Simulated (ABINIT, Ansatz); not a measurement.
Planning a run of Ansatz 0.2.0 on Ba2ScCuO4 (P4/mmm). The input:

```yaml
crystal:
  lattice:
    - [4.176956, 0.0, 0.0]
    - [0.0, 4.176956, 0.0]
    - [0.0, 0.0, 8.078857]
  atoms:
    - { symbol: Ba, position: [0.5, 0.5, 0.767977] }
    - { symbol: Ba, position: [0.5, 0.5, 0.232023] }
    - { symbol: Sc, position: [0.0, 0.0, 0.0] }
    - { symbol: Cu, position: [0.0, 0.0, 0.5] }
    - { symbol: O, position: [0.0, 0.5, 0.0] }
    - { symbol: O, position: [0.5, 0.0, 0.0] }
    - { symbol: O, position: [0.0, 0.0, 0.724671] }
    - { symbol: O, position: [0.0, 0.0, 0.275329] }
kpoints:
  mp_grid: { grid: [6, 6, 4] }
hamiltonian:
  xc: pbesol
scf:
  occupations: { method: fixed }
dielectric: {}
```

```sh
ansatz run input.yaml --threads 4 --pin off --max-ram 7372MiB --backend cpu --events-out ev --progress --plain --runs-dir out
```

Question: Estimate wall time and host memory on 4 threads of Arm Neoverse V1, shared host.

It took 78 s; on shared hardware allow 39 s to 2.6 min. Peak host memory was 1.9 GiB.

[Paths, hosts, dates, memory and timing lines, banners, echoed tables and standing remarks are left out of the program output.]

[Logs are printed without paths, hosts, clocks, repeated set-up lines and the standing remarks that a program may print on its own settings, such as how far it seeks lower states.]

[Runs of the session that timed out or met a known fault of the program may be left out.]

[Hosts, paths, dates, database ids (printed as entryN), source tags and the programs' standing remarks are cut or masked in the printed files.]

[G0W0 gaps are taken among the corrected bands and points alone; a level outside them can change the order at an edge.]

[Where Ansatz stands beside ABINIT at settings called matched, ABINIT's density can come from a denser mesh and the files from another edition; pairs whose starting gaps differed by over 0.03 eV were left out, so agreement reads better than it is.]
